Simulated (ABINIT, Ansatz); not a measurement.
# LiBiB2O6 (R-3): G0W0 with ABINIT, start to end, part 3 of 3

Aim: the G0W0 gap of LiBiB2O6 (R-3) on LDA, step by step.

ABINIT 10.8.3; LDA and many-body steps on it, plane waves. Known limits of the many-body steps: not at the basis limit; exchange with frozen shells missing; no spin-orbit coupling; coarse k mesh.

So far. Step 4 (Empty states on the mesh, 2×2×2 mesh, 90 bands): On this mesh the gap is 1.282 eV. Step 5 (Screening, 2×2×2 mesh, 82 bands, screening to 98 eV): Local fields lower ε∞ by 17 %. On a Γ-centred mesh this coarse the value itself is usually too large, while a short band sum pulls it down.

## 6. Self-energy, 2×2×2 mesh, 82 bands, screening to 98 eV

The self-energy is evaluated for the states that the input lists, and the levels follow from it, in one-shot runs by the linearised quasiparticle equation.

This step: G0W0 on LDA, plane waves, norm-conserving pseudopotentials.

The input, run.abi:

```
acell 3*1.0 Angstrom
rprim 
  2.439250647883 1.408302018200 5.224968345293
  -2.439250647883 1.408302018200 5.224968345293
  0.000000000000 -2.816604036329 5.224968345313
ntypat 4
znucl 3 5 83 8
natom 10
typat 1 2 2 3 4 4 4 4 4 4
xred 
  0.500000000000 0.500000000000 0.500000000000
  0.254532000000 0.254532000000 0.254532000000
  0.745468000000 0.745468000000 0.745468000000
  0.000000000000 0.000000000000 0.000000000000
  0.031291000000 0.463879000000 0.746058000000
  0.536121000000 0.253942000000 0.968709000000
  0.253942000000 0.968709000000 0.536121000000
  0.746058000000 0.031291000000 0.463879000000
  0.463879000000 0.746058000000 0.031291000000
  0.968709000000 0.536121000000 0.253942000000
pp_dirpath "pseudos"
pseudos "Li.upf, B.upf, Bi.upf, O.upf"
ecut 36
ngkpt 2 2 2
nshiftk 1
shiftk 0 0 0
kptopt 1
chksymbreak 0
istwfk *1
occopt 1
irdwfk 1
optdriver 4
nband 82
gwcalctyp 0
ecutsigx 36
symsigma 1
nkptgw 3
kptgw 
  0.5000000000 0.5000000000 0.0000000000
  0.5000000000 0.5000000000 0.5000000000
  0.0000000000 0.0000000000 0.0000000000
bdgw 
  29 32
  29 32
  29 32
ecuteps 3.6
irdscr 1
ppmodel 1
indata_prefix "in"
outdata_prefix "out"
tmpdata_prefix "tmp"
```

Command:

```
$ OMP_NUM_THREADS=1 mpirun -n 4 abinit run.abi > log
```

Numbers of over 12 decimals in the logs are rounded to 6 here.

What it wrote:

```text
.Version 10.8.3 of ABINIT. v10.8.2 released Aug 2026.

 Symmetries : space group R-3 (#148); Bravais hR (rhombohedral)
[... echo of the input left out ...]
== DATASET  1 ==================================================================
-   mpi_nproc: 4, omp_nthreads: 1 (-1 if OMP is not activated)

--- !DatasetInfo
iteration_state: {dtset: 1, }
dimensions: {natom: 10, nkpt: 4, mband: 82, nsppol: 1, nspinor: 1, nspden: 1, mpw: 7556, }
cutoff_energies: {ecut:  36.0, pawecutdg:  -1.0, }
electrons: {nelect:   6.00000000E+01, charge:   0.00000000E+00, occopt:   1.00000000E+00, tsmear:   1.00000000E-02, }

 SIGMA: Calculation of the GW corrections

 Based on a program developped by R.W. Godby, V. Olevano, G. Onida, and L. Reining.
 Incorporated in ABINIT by V. Olevano, G.-M. Rignanese, and M. Torrent.
.Using double precision arithmetic ; gwpc =  8

[... cell and pseudopotentials left out ...]
--------------------------------------------------------------------------------

 ==== K-mesh for the wavefunctions ====
 Number of points in the irreducible wedge :     4
[... list of points left out ...]
 Together with  6 symmetry operations and time-reversal symmetry
 yields     8 points in the full Brillouin Zone.

 ==== Q-mesh for screening function ====
 Number of points in the irreducible wedge :     4
[... list of points left out ...]
 Together with  6 symmetry operations and time-reversal symmetry
 yields     8 points in the full Brillouin Zone.

 vcoul_init : cutoff-mode = AUXILIARY_FUNCTION
 q-points for optical limit:   1
     1)      0.000010    0.000020    0.000030
 setmesh: FFT mesh size selected  =    64x   64x   64
          total number of points  =       262144

 Number of electrons calculated from density =   60.0000; Expected =   60.0000
 average of density, n =  0.082560
 r_s =    1.4247
 omega_plasma =   27.7166 [eV]

 === KS Band Gaps ===
  >>>> For spin  1
   Minimum direct gap =   1.4787 [eV], located at k-point      :   0.0000  0.0000  0.0000
   Fundamental gap    =   1.2823 [eV], Top of valence bands at :   0.5000  0.5000  0.0000
                                       Bottom of conduction at :   0.5000  0.5000  0.5000
 SIGMA fundamental parameters:
 PLASMON POLE MODEL  1
 number of plane-waves for SigmaX                 7491
 number of plane-waves for SigmaC and W            231
 number of plane-waves for wavefunctions          7491
 number of bands                                    82
 number of independent spin polarizations            1
 number of spinorial components                      1
 number of k-points in IBZ                           4
 number of q-points in IBZ                           4
 number of symmetry operations                       6
 number of k-points in BZ                            8
 number of q-points in BZ                            8
 number of frequencies for dSigma/dE                 9
 frequency step for dSigma/dE [eV]                0.25
 number of omega for Sigma on real axis              0
 max omega for Sigma on real axis  [eV]           0.00
 zcut for avoiding poles [eV]                     0.10

 EPSILON^-1 parameters (SCR file):
 dimension of the eps^-1 matrix on file            231
 dimension of the eps^-1 matrix used               231
 number of plane-waves for wavefunctions          7491
 number of bands                                    82
 number of q-points in IBZ                           4
 number of frequencies                               2
 number of real frequencies                          1
 number of imag frequencies                          1

 matrix elements of self-energy operator (all in [eV])

 Perturbative Calculation

--- !SelfEnergy_ee
iteration_state: {dtset: 1, }
kpoint     : [   0.500,    0.500,    0.000, ]
spin       : 1
KS_gap     :    1.805
QP_gap     :    3.145
Delta_QP_KS:    1.341
data: !SigmaeeData |
     Band     E0 <VxcDFT>   SigX SigC(E0)      Z dSigC/dE  Sig(E)    E-E0       E
       29   1.116 -19.528 -24.410   5.313   0.762  -0.312 -19.199   0.328   1.444
       30   1.451 -19.818 -24.369   5.091   0.761  -0.314 -19.407   0.411   1.863
       31   3.256 -19.617 -16.743  -0.657   0.790  -0.266 -17.865   1.752   5.008
       32   7.920 -13.962  -9.074  -2.984   0.822  -0.216 -12.397   1.565   9.485

--- !SelfEnergy_ee
iteration_state: {dtset: 1, }
kpoint     : [   0.500,    0.500,    0.500, ]
spin       : 1
KS_gap     :    1.819
QP_gap     :    3.222
Delta_QP_KS:    1.404
data: !SigmaeeData |
     Band     E0 <VxcDFT>   SigX SigC(E0)      Z dSigC/dE  Sig(E)    E-E0       E
       29   0.915 -19.441 -24.653   5.528   0.760  -0.316 -19.201   0.240   1.155
       30   0.915 -19.441 -24.653   5.528   0.760  -0.316 -19.201   0.240   1.155
       31   2.733 -18.534 -15.859  -0.596   0.791  -0.265 -16.891   1.644   4.377
       32   8.146 -14.643  -9.839  -2.896   0.814  -0.229 -13.091   1.553   9.699

--- !SelfEnergy_ee
iteration_state: {dtset: 1, }
kpoint     : [   0.000,    0.000,    0.000, ]
spin       : 1
KS_gap     :    1.479
QP_gap     :    2.819
Delta_QP_KS:    1.340
data: !SigmaeeData |
     Band     E0 <VxcDFT>   SigX SigC(E0)      Z dSigC/dE  Sig(E)    E-E0       E
       29   1.300 -19.809 -24.990   5.565   0.761  -0.314 -19.517   0.292   1.592
       30   1.300 -19.809 -24.990   5.565   0.761  -0.314 -19.517   0.292   1.592
       31   2.779 -18.879 -16.259  -0.552   0.788  -0.268 -17.248   1.631   4.410
       32   8.132 -12.684  -6.854  -3.509   0.817  -0.224 -10.788   1.896  10.029

== END DATASET(S) ==============================================================
================================================================================

 -outvars: echo values of variables after computation  --------
           etotal      0.0000000000E+00
            nband          82
             nkpt           4
          spgroup         148
 [... the other variables as echoed above ...]

 Calculation completed.
```

Run time: 17 s. Hardware: 4 MPI ranks of Arm Neoverse N1, shared host; peak memory 1.2 GiB; 69 s of CPU time.

This step gave:

```
G0W0 gap on the points computed              : 2.514 eV
starting gap on the mesh                     : 1.282 eV
k of the valence top                         : 0.5, 0.5, 0
k of the conduction bottom                   : 0.5, 0.5, 0.5
Z at the valence top                         : 0.761
Z at the conduction bottom                   : 0.791
least direct G0W0 gap on the computed points : 2.818 eV
```

The gap on the mesh goes from 1.28 eV to 2.51 eV, a correction of +1.23 eV.

Limits: finite bands, cutoff and mesh; exchange with frozen shells missing; no spin-orbit coupling; coarse k mesh. v1 is the top filled band, c1 the lowest empty one. Levels before and after the correction, in eV, zero at the valence-band top of each column:

```
           conduction bottom  valence top
Kohn-Sham               1.28         0.00
     G0W0               2.51         0.00
```

```
                         level  energy (eV)
Kohn-Sham       (0.5 0.5 0) v2       -0.335
Kohn-Sham       (0.5 0.5 0) v1        0.000
Kohn-Sham       (0.5 0.5 0) c1        1.805
Kohn-Sham       (0.5 0.5 0) c2        6.469
Kohn-Sham  (0.5 0.5 0.5) v2-v1       -0.537
Kohn-Sham     (0.5 0.5 0.5) c1        1.282
Kohn-Sham     (0.5 0.5 0.5) c2        6.695
     G0W0       (0.5 0.5 0) v2       -0.419
     G0W0       (0.5 0.5 0) v1        0.000
     G0W0       (0.5 0.5 0) c1        3.145
     G0W0       (0.5 0.5 0) c2        7.622
     G0W0  (0.5 0.5 0.5) v2-v1       -0.708
     G0W0     (0.5 0.5 0.5) c1        2.514
     G0W0     (0.5 0.5 0.5) c2        7.836
```

## 7. Where the time went

Times are wall times on 4 MPI ranks of Arm Neoverse N1, shared host, good to a factor of about two.

```
                          step   time  share  memory (GiB)
                  ground state  5 min   59 %          0.67
bands along the symmetry lines   96 s   19 %          0.48
      empty states on the mesh   49 s   10 %          0.41
                     screening   46 s    9 %           1.4
                   self-energy   17 s    3 %           1.2
```

## 8. Results

```json
{
  "LDA gap": "1.24 eV, indirect",
  "G0W0 gap on the mesh": "2.51 eV",
  "G0W0 gap over the zone (rigid shift)": "2.48 eV",
  "GW settings": "2×2×2 mesh, 82 bands, screening to 98 eV, Godby-Needs plasmon pole",
  "known limits": "not at the basis limit; exchange with frozen shells missing; no spin-orbit coupling; coarse k mesh"
}
```

In words: G0W0 moves the gap on the mesh from 1.28 eV to 2.51 eV (+1.23 eV), with Z of 0.76 and 0.79 at the edges. The mesh misses the band edges by 0.04 eV in all; a rigid shift gives 2.48 eV for the zone. Local fields lower the RPA ε∞ on this mesh from 6.84 to 5.70; a Γ-centred mesh this coarse tends to raise both, most where the direct gap is narrow, while a short band sum lowers them. Only 3 of the mesh's irreducible points were corrected, so a valley elsewhere could overtake. The dearest step here is «ground state». Bands and cutoff are finite, so the gap is not at the basis limit. The miss can reach some tenths of an eV and take either sign; the mesh is an error of its own. In the G0W0 run levels were corrected at 3 k points alone, so a gap called «on the mesh» is the least over those, and an edge elsewhere would be missed. The 2×2×2 mesh is coarse for this cell, which bears on the long-range parts of exchange and screening. Where an edge is built on 6p states of lead, bismuth or thallium, scalar-relativistic gaps usually stand too wide, by a few tenths to over one eV. The norm-conserving file of at least one element keeps a d shell over frozen s and p shells of the same row. Exchange with those shells is missing from the self-energy, an error of 0.3 to 0.9 eV in cases checked, whose sign depends on which edge lies on those atoms. The many-body steps are scalar-relativistic: spin-orbit coupling is not in them.

[Paths, hosts, dates, memory and timing lines, banners, echoed tables and standing remarks are left out of the program output.]

[Logs are printed without paths, hosts, clocks, repeated set-up lines and the standing remarks that a program may print on its own settings, such as how far it seeks lower states.]

[Runs of the session that timed out or met a known fault of the program may be left out.]

[Hosts, paths, dates, database ids (printed as entryN), source tags and the programs' standing remarks are cut or masked in the printed files.]

[G0W0 gaps are taken among the corrected bands and points alone; a level outside them can change the order at an edge.]

[Where Ansatz stands beside ABINIT at settings called matched, ABINIT's density can come from a denser mesh and the files from another edition; pairs whose starting gaps differed by over 0.03 eV were left out, so agreement reads better than it is.]
